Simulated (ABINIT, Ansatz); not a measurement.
# Tl2Te (Fm-3m): phonons by linear response, part 3 of 3

How does Tl2Te (Fm-3m) vibrate, and is this structure a minimum?

ABINIT 10.8.3; DFT LDA, scalar-relativistic, plane waves, HGH norm-conserving pseudopotentials.

So far, highest frequency (cm⁻¹): step 7 (dispersion) 94.1. Also lowest frequency on the path (cm⁻¹): step 7 -27.8. The relaxed cell has a = 7.415 Å (conventional setting).

The structure was built from a prototype and need not be the compound's stable phase.

## 8. Sums over the zone

Sums over the zone need many more wavevectors than were solved, so the interpolation is sampled on a dense mesh.

anaddb.abi reads:

```
ddb_filepath "all_DDB"
output_file "anaddb.abo"
outdata_prefix "anaddb"
ifcflag 1
ngqpt 2 2 2
nqshft 1
q1shft 0.0 0.0 0.0
asr 1
chneut 1
dipdip 1
dipquad 0
quadquad 0
prtdos 2
ng2qpt 11 11 11
dosdeltae 4.5563e-06
ntemper 11
temperinc 100.0
tempermin 0.0
```

Launch:

```bash
$ OMP_NUM_THREADS=1 anaddb anaddb.abi > anaddb.log
```

anaddb.abo, the main output file:

```text
-outvars_anaddb: echo values of input variables ----------------------

 Flags :
     ifcflag         1
 Miscellaneous information :
         asr         1
 Interatomic Force Constants Inputs :
      dipdip         1
     dipquad         0
    quadquad         0
      ifcana         0
      ifcout         0
 Description of grid 1 :
        brav         1
       ngqpt         2         2         2
      nqshft         1
      q1shft
                     0.00000000E+00  0.00000000E+00  0.00000000E+00
 Phonon DOS information :
   dosdeltae  4.55630000E-06
    dossmear  4.55633525E-06
 Description of grid 2 (Fourier interp. or BZ sampling):
      ng2qpt        11        11        11
      ngrids         4
      q2shft         0.00000000E+00  0.00000000E+00  0.00000000E+00

================================================================================

 read the DDB information and perform some checks

  ==== Info on the Cryst% object ====
 Real(R)+Recip(G) space primitive vectors, cartesian coordinates (Bohr,Bohr^-1):
 R(1)=  0.0000000  7.0061355  7.0061355  G(1)= -0.0713660  0.0713660  0.0713660
 R(2)=  7.0061355  0.0000000  7.0061355  G(2)=  0.0713660 -0.0713660  0.0713660
 R(3)=  7.0061355  7.0061355  0.0000000  G(3)=  0.0713660  0.0713660 -0.0713660
 Unit cell volume ucvol=  6.8780541E+02 bohr^3
 Angles (23,13,12)=  6.00000000E+01  6.00000000E+01  6.00000000E+01 degrees
 Time-reversal symmetry is present
 Reduced atomic positions [iatom, xred, symbol]:
    1)    0.0000000  0.0000000  0.0000000  Te
    2)    0.2500000  0.2500000  0.2500000  Tl
    3)    0.7500000  0.7500000  0.7500000  Tl

 DDB file with 3 blocks has been read.

================================================================================

 Dielectric Tensor and Effective Charges

 anaddb : Zero the imaginary part of the Dynamical Matrix at Gamma,
   and impose the ASR on the effective charges

 The violation of the charge neutrality conditions
 by the effective charges is as follows :
    atom        electric field
 displacement     direction
       1               1        0.278210        0.000000
       1               2       -0.000000        0.000000
       1               3       -0.000000        0.000000
       2               1       -0.000000        0.000000
       2               2        0.278210        0.000000
       2               3        0.000000        0.000000
       3               1        0.000000        0.000000
       3               2        0.000000        0.000000
       3               3        0.278210        0.000000

 Effective charge tensors after
 imposition of the charge neutrality (if requested by user),
 and eventual restriction to some part :
   atom    displacement
         1         1   -2.940460E+00   -1.470470E-16   -1.471631E-16
         1         2   -1.470470E-16   -2.940460E+00    1.469309E-16
         1         3    1.470470E-16    1.470470E-16   -2.940460E+00
         2         1    1.470230E+00    7.352349E-17    7.358155E-17
         2         2    7.352349E-17    1.470230E+00   -7.346544E-17
         2         3   -7.352349E-17   -7.352349E-17    1.470230E+00
         3         1    1.470230E+00    7.352349E-17    7.358155E-17
         3         2    7.352349E-17    1.470230E+00   -7.346544E-17
         3         3   -7.352349E-17   -7.352349E-17    1.470230E+00
 Now, the imaginary part of the dynamical matrix is zeroed

================================================================================

 Calculation of the interatomic forces

       Homogeneous q point set in the B.Z.
 Grid q points  :        8
  1)   0.00000000E+00  0.00000000E+00  0.00000000E+00
  2)   5.00000000E-01  0.00000000E+00  0.00000000E+00
  3)   0.00000000E+00  5.00000000E-01  0.00000000E+00
  4)   5.00000000E-01  5.00000000E-01  0.00000000E+00
  5)   0.00000000E+00  0.00000000E+00  5.00000000E-01
  6)   5.00000000E-01  0.00000000E+00  5.00000000E-01
  7)   0.00000000E+00  5.00000000E-01  5.00000000E-01
  8)   5.00000000E-01  5.00000000E-01  5.00000000E-01

 The interatomic forces have been obtained

================================================================================

 Calculation of phonon density of states

 Average speed of sound partial sums:     0.3876864291E-03 (at units)
-                                   =           0.8481 [km/s]

 Debye frequency from partial sums:     0.1711889488E-03 (Ha)
-                                 =     0.1126369174E+01 (THz)
-Debye temperature from partial sums:     0.5405719456E+02 (K)

 Average speed of sound:     0.2053775946E-04 (at units)
-                      =           0.0449 [km/s]

 Debye frequency from DOS:     0.9068765862E-05 (Ha)
-                        =     0.5966961292E-01 (THz)
-Debye temperature from DOS:     0.2863689765E+01 (K)

-
```

Wall time 4.4 s (1 thread of Arm Neoverse V2, shared host).

Numbers from this step:

* share of modes beyond 3i cm⁻¹ on the dense interpolated mesh: 0.0728

The phonon density of states has structure finer than the step of the table below, so its rows give means over 5 cm⁻¹, whole bins alone (the curve runs from -57.8 to 116 cm⁻¹). Peaks (cm⁻¹: height): 11.2: 0.0753, 46.2: 0.214, 54.2: 0.172, 85.2: 0.268.

Tetrahedra. Phonon density of states against wavenumber; means over each step:

| wavenumber (cm⁻¹) | phonon density of states (1/cm⁻¹/cell) |
| --- | --- |
| -35 | 0 |
| -30 | 3.0e-5 |
| -25 | 0.0137 |
| -20 | 0.0334 |
| -15 | 0.0317 |
| -10 | 0.0289 |
| -5 | 0.0278 |
| 0 | 0.0358 |
| 5 | 0.0484 |
| 10 | 0.0681 |
| 15 | 0.0483 |
| 20 | 0.0400 |
| 25 | 0.0284 |
| 30 | 0.0102 |
| 35 | 0.0457 |
| 40 | 0.131 |
| 45 | 0.190 |
| 50 | 0.165 |
| 55 | 0.135 |
| 60 | 0.0958 |
| 65 | 0.0215 |
| 70 | 0.0218 |
| 75 | 0.129 |
| 80 | 0.220 |
| 85 | 0.199 |
| 90 | 0.0275 |
| 95 | 0.00142 |
| 100 | 0 |

## 9. Zone-centre analysis

anaddb reads the merged derivatives, imposes the acoustic sum rule and charge neutrality, and adds the LO-TO term along chosen directions.

anaddb.abi reads:

```
ddb_filepath "gamma_DDB"
output_file "anaddb.abo"
outdata_prefix "anaddb"
asr 1
chneut 1
enunit 2
eivec 1
nph1l 1
qph1l 0.0 0.0 0.0 1.0
dieflag 1
nph2l 3
qph2l 
    1.0 0.0 0.0 0.0
    0.0 0.0 1.0 0.0
    1.0 1.0 1.0 0.0
```

mrgddb.in reads:

```
gamma_DDB
merged
2
dfpt_gammao_DS2_DDB
gso_DDB
```

Launch:

```bash
$ mrgddb < mrgddb.in > mrgddb.log
$ OMP_NUM_THREADS=1 anaddb anaddb.abi > anaddb.log
```

anaddb.abo, the main output file:

```text
[banners, grids, parts of the stress and lines that vanish by symmetry left out]
-outvars_anaddb: echo values of input variables ----------------------

 Flags :
[...]
Dielectric Tensor and Effective Charges
[...]
Effective charge tensors after
[...]
Phonon wavevector (reduced coordinates) :  0.00000  0.00000  0.00000
 Phonon energies in Hartree :
[...]
Phonon energies in meV     :
-  0.000000E+00  0.000000E+00  0.000000E+00  7.464859E+00  7.464859E+00
-  7.464859E+00  1.060684E+01  1.060684E+01  1.060684E+01
 Phonon frequencies in cm-1    :
-  0.000000E+00  0.000000E+00  0.000000E+00  6.020814E+01  6.020814E+01
-  6.020814E+01  8.554993E+01  8.554993E+01  8.554993E+01
 Phonon frequencies in Thz     :
-  0.000000E+00  0.000000E+00  0.000000E+00  1.804995E+00  1.804995E+00
-  1.804995E+00  2.564723E+00  2.564723E+00  2.564723E+00
 Phonon energies in Kelvin  :
-  0.000000E+00  0.000000E+00  0.000000E+00  8.662609E+01  8.662609E+01
-  8.662609E+01  1.230873E+02  1.230873E+02  1.230873E+02
[...]
-  1  0.00000000E+00  0.00000000E+00  1.01132167E-03
-     0.00000000E+00  0.00000000E+00  0.00000000E+00
-  2  0.00000000E+00  0.00000000E+00  1.01132097E-03
-     0.00000000E+00  0.00000000E+00  0.00000000E+00
-  3  0.00000000E+00  0.00000000E+00  1.01132097E-03
-     0.00000000E+00  0.00000000E+00  0.00000000E+00
[...]
-  1  0.00000000E+00  1.01132167E-03  0.00000000E+00
-     0.00000000E+00  0.00000000E+00  0.00000000E+00
-  2  0.00000000E+00  1.01132097E-03  0.00000000E+00
-     0.00000000E+00  0.00000000E+00  0.00000000E+00
-  3  0.00000000E+00  1.01132097E-03  0.00000000E+00
-     0.00000000E+00  0.00000000E+00  0.00000000E+00
[...]
-  1  1.01132167E-03  0.00000000E+00  0.00000000E+00
-     0.00000000E+00  0.00000000E+00  0.00000000E+00
-  2  1.01132097E-03  0.00000000E+00  0.00000000E+00
-     0.00000000E+00  0.00000000E+00  0.00000000E+00
-  3  1.01132097E-03  0.00000000E+00  0.00000000E+00
-     0.00000000E+00  0.00000000E+00  0.00000000E+00
[...]
-  1  0.00000000E+00  0.00000000E+00  0.00000000E+00
-     0.00000000E+00  0.00000000E+00  0.00000000E+00
[...]
-     0.00000000E+00  0.00000000E+00  0.00000000E+00
[...]
-     0.00000000E+00  0.00000000E+00  0.00000000E+00
[...]
-     0.00000000E+00  0.00000000E+00  0.00000000E+00
[...]
-     0.00000000E+00  0.00000000E+00  0.00000000E+00
[...]
-     1          0.000000    -0.000000    -0.000001     0.000001
-     2         -0.000000    -0.000001     0.000000     0.000001
-     3         -0.000001     0.000000    -0.000000     0.000001
-     4          0.000000    -0.000000     0.000000     0.000000
-     5          0.000000     0.000000     0.000000     0.000000
-     6         -0.000000     0.000000     0.000000     0.000000
-     7         -0.000017    -0.000003     3.529705     3.529705
-     8         -0.000017     3.529705     0.000003     3.529705
-     9         -3.529705    -0.000017    -0.000017     3.529705
[...]
-   1     Real    0.0000E+00  0.0000E+00  0.0000E+00  0.0000E+00  0.0000E+00  0.0000E+00  0.0000E+00
[...]
-   2     Real    0.0000E+00  0.0000E+00  0.0000E+00  0.0000E+00  0.0000E+00  0.0000E+00  0.0000E+00
[...]
-   3     Real    0.0000E+00  0.0000E+00  0.0000E+00  0.0000E+00  0.0000E+00  0.0000E+00  0.0000E+00
[...]
-   4     Real    0.0000E+00  0.0000E+00  0.0000E+00  0.0000E+00  0.0000E+00  0.0000E+00  0.0000E+00
[...]
-   5     Real    0.0000E+00  0.0000E+00  0.0000E+00  0.0000E+00  0.0000E+00  0.0000E+00  0.0000E+00
[...]
-   6     Real    0.0000E+00  0.0000E+00  0.0000E+00  0.0000E+00  0.0000E+00  0.0000E+00  0.0000E+00
[...]
-   7     Real    0.0000E+00  0.0000E+00  4.8776E-05  0.0000E+00 -2.3308E-10 -4.4033E-11  4.8776E-05
[...]
-   8     Real    0.0000E+00  4.8776E-05  0.0000E+00 -2.3440E-10  0.0000E+00  4.4032E-11  4.8776E-05
[...]
-   9     Real    4.8776E-05  0.0000E+00  0.0000E+00  2.3440E-10  2.3308E-10  0.0000E+00  4.8776E-05
[...]
Phonon at Gamma, with non-analyticity in the
[...]
Phonon energies in Hartree :
[...]
Phonon energies in meV     :
-  0.000000E+00  0.000000E+00  0.000000E+00  7.464859E+00  7.464859E+00
[...]
Phonon frequencies in cm-1    :
[...]
Phonon frequencies in Thz     :
[...]
Phonon energies in Kelvin  :
[...]
Phonon at Gamma, with non-analyticity in the
[...]
Phonon energies in Hartree :
[...]
Phonon energies in meV     :
-  0.000000E+00  0.000000E+00  0.000000E+00  7.464859E+00  7.464859E+00
[...]
Phonon frequencies in cm-1    :
-  0.000000E+00  0.000000E+00  0.000000E+00  6.020814E+01  6.020814E+01
[...]
Phonon frequencies in Thz     :
-  0.000000E+00  0.000000E+00  0.000000E+00  1.804995E+00  1.804995E+00
[...]
Phonon energies in Kelvin  :
-  0.000000E+00  0.000000E+00  0.000000E+00  8.662609E+01  8.662609E+01
[...]
-     0.00000000E+00  0.00000000E+00  0.00000000E+00
[...]
-     0.00000000E+00  0.00000000E+00  0.00000000E+00
[...]
Phonon at Gamma, with non-analyticity in the
[...]
Phonon energies in Hartree :
[...]
Phonon energies in meV     :
-  0.000000E+00  0.000000E+00  0.000000E+00  7.464859E+00  7.464859E+00
-  7.464859E+00  1.060684E+01  1.060684E+01  1.166756E+01
 Phonon frequencies in cm-1    :
-  0.000000E+00  0.000000E+00  0.000000E+00  6.020814E+01  6.020814E+01
-  6.020814E+01  8.554993E+01  8.554993E+01  9.410520E+01
 Phonon frequencies in Thz     :
-  0.000000E+00  0.000000E+00  0.000000E+00  1.804995E+00  1.804995E+00
-  1.804995E+00  2.564723E+00  2.564723E+00  2.821203E+00
 Phonon energies in Kelvin  :
-  0.000000E+00  0.000000E+00  0.000000E+00  8.662609E+01  8.662609E+01
-  8.662609E+01  1.230873E+02  1.230873E+02  1.353964E+02
[...]
-  1  0.00000000E+00  2.80873716E-07 -1.01132160E-03
-     0.00000000E+00  0.00000000E+00  0.00000000E+00
-  2  0.00000000E+00  2.80832928E-07 -1.01132094E-03
-     0.00000000E+00  0.00000000E+00  0.00000000E+00
[...]
-     0.00000000E+00  0.00000000E+00  0.00000000E+00
[...]
-     0.00000000E+00  0.00000000E+00  0.00000000E+00
[...]
-  2 -4.57743579E-04  2.78737248E-04  1.79006331E-04
-     0.00000000E+00  0.00000000E+00  0.00000000E+00
-  3 -4.57743579E-04  2.78737248E-04  1.79006331E-04
-     0.00000000E+00  0.00000000E+00  0.00000000E+00
[...]
Direction                     Dielectric constant
[...]
0.00000   0.00000   1.00000     33.79354108
   1.00000   1.00000   1.00000     33.79354108
-
```

Elapsed: 0.48 s, on 1 thread.

Numbers from this step:

- mean static dielectric constant: 33.79
- highest mode moved by the LO-TO term: 94.11 cm⁻¹

No LO-TO term; unit eigenvectors of the mass-weighted matrix, from anaddb's displacements. The modes at Γ (shares of kinetic energy by element, %):

| mode | frequency (cm⁻¹) | symmetry | Te % | Tl % |
| --- | --- | --- | --- | --- |
| 1 | 0.0 | acoustic | 24 | 76 |
| 2 | 0.0 | acoustic | 24 | 76 |
| 3 | 0.0 | acoustic | 24 | 76 |
| 4 | 60.2 | T2g | 0 | 100 |
| 5 | 60.2 | T2g | 0 | 100 |
| 6 | 60.2 | T2g | 0 | 100 |
| 7 | 85.5 | T1u | 76 | 24 |
| 8 | 85.5 | T1u | 76 | 24 |
| 9 | 85.5 | T1u | 76 | 24 |

Displacements in mode 5 (60.2 cm⁻¹), the largest set to 1:
```
Te1  0.00  0.00  0.00
Tl2  0.00 -1.00  0.00
Tl3  0.00  1.00  0.00
```

Displacements in mode 8 (85.5 cm⁻¹), the largest set to 1:
```
Te1  0.00 -1.00  0.00
Tl2  0.00  0.31  0.00
Tl3  0.00  0.31  0.00
```

Trace of the oscillator strength, degenerate modes summed. Infrared lines, with heights relative to the strongest:

| position (cm⁻¹) | lines merged | IR intensity, relative |
| --- | --- | --- |
| 60 | 3 | 0.0 |
| 86 | 3 | 100 |

Static dielectric tensor (ions relaxed, fixed cell):

```
33.79  0.00  0.00
 0.00 33.79  0.00
 0.00  0.00 33.79
```

Before neutrality was imposed the Born charges missed it by 0.28 e, so ε₀, the LO modes and the intensities above are not converged in mesh or cutoff.

## 10. Summary of results

| Quantity | Value |
| --- | --- |
| space group after relaxation | Fm-3m |
| volume per atom | 34.0 Å³ |
| highest optical zone-centre mode (no LO-TO term) | 85.5 cm⁻¹ |
| lowest optical zone-centre mode | 60.2 cm⁻¹ |
| highest mode moved by the LO-TO term (probably not converged in the k mesh) | 94.1 cm⁻¹ |
| mean high-frequency dielectric constant (probably not converged in the k mesh) | 27.9 |
| largest Born charge in size (third of the trace) (probably not converged in the k mesh) | 2.85 e |
| mean static dielectric constant (probably not converged in the k mesh) | 33.8 |
| q mesh | 2×2×2 |
| lowest mode on the q mesh (acoustic ones at the zone centre apart) | -27.8 cm⁻¹ |
| imaginary modes on the q mesh | yes |

In words: Tl2Te (Fm-3m) is unstable: a mode solved on the 2×2×2 mesh is imaginary, 28i cm⁻¹; its spectrum reaches 94 cm⁻¹. At the LDA level the optical modes of Tl2Te (Fm-3m) at the zone centre (no LO-TO term) run from 60 to 86 cm⁻¹. Along the directions run, the highest mode that the macroscopic field moves lies at 94 cm⁻¹. Lattice motion raises the mean dielectric constant from 27.93 to 33.79. The Born charges miss their sum rule by 0.28 e, a sign that the k mesh or the cutoff is short for the field response. ε∞, the Born charges and what follows from them are probably not converged in the k mesh. The most unstable solved mode lies at q = (0.5, 0.5, 0), on the zone boundary, so the distortion that it points to doubles the cell. These are harmonic frequencies at zero temperature: anharmonic shifts and linewidths and thermal expansion are left out. Spin-orbit coupling is left out, which can matter for the heavy elements here. The HGH files keep few electrons and have no core correction, which is cheap but rough for Tl. The structure is a hypothetical one, built on a prototype.

[Host names and launcher messages were left out of these logs when they were recorded.]

[Logs are printed without paths, hosts, clocks, repeated set-up lines and the standing remarks that a program may print on its own settings, such as how far it seeks lower states.]

[Hosts, paths, dates, database ids (printed as entryN), source tags and the programs' standing remarks are cut or masked in the printed files.]
